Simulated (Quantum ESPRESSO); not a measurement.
# MnS: energy against a fixed spin moment

How stiff is the total moment of MnS, and does E(M) have further minima?

Program: Quantum ESPRESSO 7.5. Level of theory: PBEsol; plane waves with GBRV 1.5 PBEsol potentials, no spin-orbit coupling. Results are calculated unless marked as measured.

This is a report of a sequence of runs, with most program output left out.

The database entry behind the starting cell differs from later determinations by our own check (an axis about 0.2 % short against later determinations), so it need not match the best structure at ambient conditions.

### Step 1. Set-up

Symmetry: Fm-3m, No. 225, cubic system. Conventional cell: a = 5.209 Å, b = 5.209 Å, c = 5.209 Å, α = 90.00°, β = 90.00°, γ = 90.00°. Nearest to Mn lie 6 S at 2.60 Å. S has 6 Mn at 2.60 Å nearest. Farther neighbours and most contacts between anions are not listed.

As a file:

```cif
data_structure
_symmetry_space_group_name_H-M 'P 1'
_symmetry_Int_Tables_number 1
_cell_length_a 3.6833
_cell_length_b 3.6833
_cell_length_c 3.6833
_cell_angle_alpha 60.000
_cell_angle_beta 60.000
_cell_angle_gamma 60.000
_cell_volume 35.33
loop_
_atom_site_label
_atom_site_type_symbol
_atom_site_fract_x
_atom_site_fract_y
_atom_site_fract_z
_atom_site_occupancy
Mn1 Mn 0.00000 0.00000 0.00000 1
S2 S 0.50000 0.50000 0.50000 1
```

The cell comes from the Crystallography Open Database.

### Step 2. No moment imposed

Input file pw.in:

```
&CONTROL
  calculation = 'scf'
  prefix = 'pwscf'
  outdir = './tmp'
  pseudo_dir = './pseudo'
  disk_io = 'nowf'
/
&SYSTEM
  ibrav = 0
  celldm(1) = 8
  nat = 2
  ntyp = 2
  ecutwfc = 40
  ecutrho = 280
  nbnd = 19
  occupations = 'smearing'
  smearing = 'fd'
  degauss = 0.00734986
  nspin = 2
  starting_magnetization(1) = 0.3
  starting_magnetization(2) = 0
/
&ELECTRONS
  conv_thr = 4d-09
  electron_maxstep = 150
  mixing_beta = 0.3
/
ATOMIC_SPECIES
Mn     54.9380 mn_pbesol_v1.5.uspp.F.UPF
S      32.0600 s_pbesol_v1.4.uspp.F.UPF
CELL_PARAMETERS alat
   0.0000000000000    0.6152239614485    0.6152239614485
   0.6152239614485    0.0000000000000    0.6152239614485
   0.6152239614485    0.6152239614485    0.0000000000000
ATOMIC_POSITIONS crystal
Mn      0.0000000000    0.0000000000    0.0000000000
S       0.5000000000    0.5000000000    0.5000000000
K_POINTS automatic
8 8 8 0 0 0
```

On the command line:

```
$ OMP_NUM_THREADS=1 mpirun -n 2 pw.x -nk 2 -in pw.in > pw.out
```

Wall time 13 s (2 MPI ranks of Intel Xeon 6975P-C (Granite Rapids), shared host); peak memory 0.21 GiB.

Spin moment in the atom's sphere by atom:

| atom | spin moment in the atom's sphere (μB) |
| --- | --- |
| Mn1 | 4.18 |
| S2 | 0.14 |

Numbers from this step:

| Property | Result |
| --- | --- |
| smearing term TS | 0.02467 eV |
| magnetization | 4.673 μB |
| absolute magnetization | 4.673 μB |
| final state | ferromagnetic |

### Step 3. Moment fixed at 0 μB

The two spin channels are filled to separate Fermi energies, so that the total moment meets the target. Half of the up one less the down one is the slope dE/dM.

pw.in: that of step 2 with these lines changed.

```diff
@@ -14,3 +14,3 @@
   ecutrho = 280
-  nbnd = 19
+  nbnd = 20
   occupations = 'smearing'
@@ -19,4 +19,5 @@
   nspin = 2
-  starting_magnetization(1) = 0.3
+  starting_magnetization(1) = 0.015
   starting_magnetization(2) = 0
+  tot_magnetization = 0
 /
```

The job ended after 16 s (2 MPI ranks; peak memory 0.21 GiB).

This step gave:

- magnetization: 0 μB
- absolute magnetization: 0 μB
- half the difference of the two Fermi energies: 0 meV
- largest moment: 0 μB

### Step 4. Moment fixed at 1.052 μB

pw.in: that of step 3 with these lines changed.

```diff
@@ -14,3 +14,3 @@
   ecutrho = 280
-  nbnd = 20
+  nbnd = 21
   occupations = 'smearing'
@@ -19,5 +19,5 @@
   nspin = 2
-  starting_magnetization(1) = 0.015
+  starting_magnetization(1) = 0.0701
   starting_magnetization(2) = 0
-  tot_magnetization = 0
+  tot_magnetization = 1.052
 /
```

It took 16 s on 2 MPI ranks; peak memory 0.21 GiB; 31 s of CPU time.

Spin moment in the atom's sphere by atom:

| atom | spin moment in the atom's sphere (μB) |
| --- | --- |
| Mn1 | 1.11 |
| S2 | -0.07 |

This step gave:

```yaml
magnetization: 1.052 μB
absolute_magnetization: 1.371 μB
half_the_difference_of_the_two_fermi_energies: -415.1 meV
```

### Step 5. Moment fixed at 2.103 μB

pw.in: that of step 4 with these lines changed.

```diff
@@ -19,5 +19,5 @@
   nspin = 2
-  starting_magnetization(1) = 0.0701
+  starting_magnetization(1) = 0.1402
   starting_magnetization(2) = 0
-  tot_magnetization = 1.052
+  tot_magnetization = 2.103
 /
```

The job ended after 16 s (2 MPI ranks; peak memory 0.21 GiB).

Read from the output:

* magnetization: 2.103 μB
* absolute magnetization: 2.417 μB
* half the difference of the two Fermi energies: -589.2 meV
* largest moment: 2.151 μB

### Step 6. An input with a fault

One input was spoiled on purpose, to see how the program answers.

Input file pw.in:

```
&CONTROL
  calculation = 'scf'
  prefix = 'pwscf'
  outdir = './tmp'
  pseudo_dir = './pseudo'
  disk_io = 'nowf'
/
&SYSTEM
  ibrav = 0
  nat = 2
  ntyp = 2
  ecutwfc = 40
  ecutrho = 280
  nbnd = 19
  occupations = 'smearing'
  smearing = 'fd'
  degauss = 0.00734986
  nspin = 2
  starting_magnetization(1) = 0.3
  starting_magnetization(2) = 0
/
&ELECTRONS
  conv_thr = 4d-09
  electron_maxstep = 4
  mixing_beta = 0.3
/
ATOMIC_SPECIES
Mn     54.9380 mn_pbesol_v1.5.uspp.F.UPF
S      32.0600 s_pbesol_v1.4.uspp.F.UPF
CELL_PARAMETERS angstrom
   0.0000000000    2.6045000000    2.6045000000
   2.6045000000    0.0000000000    2.6045000000
   2.6045000000    2.6045000000    0.0000000000
ATOMIC_POSITIONS crystal
Mn      0.0000000000    0.0000000000    0.0000000000
S       0.5000000000    0.5000000000    0.5000000000
K_POINTS automatic
8 8 8 0 0 0
```

Elapsed: 5.9 s, on 2 MPI ranks; peak memory 0.21 GiB.

Residual by cycle:

cycle, log10 residual and a bar from the least value:
```
        1        1.0 ##############################
        2       -0.2 #################
        3       -1.0 #######
        4       -1.6
```

The run stopped without converging, so none of its numbers is a property of the system.

After 4 cycles the residual stands at 0.023. The cap of 4 cycles in the input ended the loop.

The fault put into the input: too few SCF iterations.

### Step 7. The curve

The runs not shown differ in the target, the start and the number of states alone. The point at 4.67 μB is the free run, entered with slope zero.

The energy over the lowest by total spin moment:

| total spin moment (μB a cell) | energy over the lowest (meV a cell) |
| --- | --- |
| 0.00 | 2061 |
| 1.05 | 1816 |
| 2.10 | 1281 |
| 3.15 | 615 |
| 4.21 | 87.7 |
| 4.67 | 0 |
| 5.26 | 578 |
| 6.31 | 3606 |

The dE/dM by total spin moment:

| total spin moment (μB a cell) | dE/dM (meV/μB) |
| --- | --- |
| 0.00 | -0.0496 |
| 1.05 | -415 |
| 2.10 | -589 |
| 3.15 | -630 |
| 4.21 | -309 |
| 4.67 | 0 |
| 5.26 | 2378 |
| 6.31 | 3233 |

Largest site moment against total spin moment:

| total spin moment (μB a cell) | largest site moment (μB) |
| --- | --- |
| 0.00 | 2.6e-5 |
| 1.05 | 1.11 |
| 2.10 | 2.15 |
| 3.15 | 3.11 |
| 4.21 | 3.89 |
| 4.67 | 4.18 |
| 5.26 | 4.41 |
| 6.31 | 4.61 |

### Step 8. Outcome

| Property | Result |
| --- | --- |
| moment of the free run | 4.67 μB a cell |
| energy at zero total moment | 2061 meV a cell over the lowest |
| ΔE/ΔM² from the lowest point to 5.26 and to 4.21 μB | 1691 and 401 meV/μB² |

What this shows: At zero total moment the site moments vanish, so the 2061 meV a cell is the energy of forming them. The points show one minimum alone. The cell holds one seeded atom, so opposed orders, which may lie lower, cannot form in it. Energies are free energies at an electronic temperature of 1160 K, which lowers moments and differences where the moments are itinerant. No Hubbard term acts here. In such compounds local and semilocal functionals without one often delocalise the d electrons, and can shrink or lose moments and miss the size, sign and order of the couplings.

[Logs and program files are shortened in this print: banners, set-up blocks, solver, clock and traceback lines can be left out without a mark of their own.]

[Logs are printed without paths, hosts, clocks, repeated set-up lines and the standing remarks that a program may print on its own settings, such as how far it seeks lower states.]

[Hosts, paths, dates, database ids (printed as entryN), source tags and the programs' standing remarks are cut or masked in the printed files.]

[Where a cell is said to come from a database of computed structures, the database is the Materials Project.]
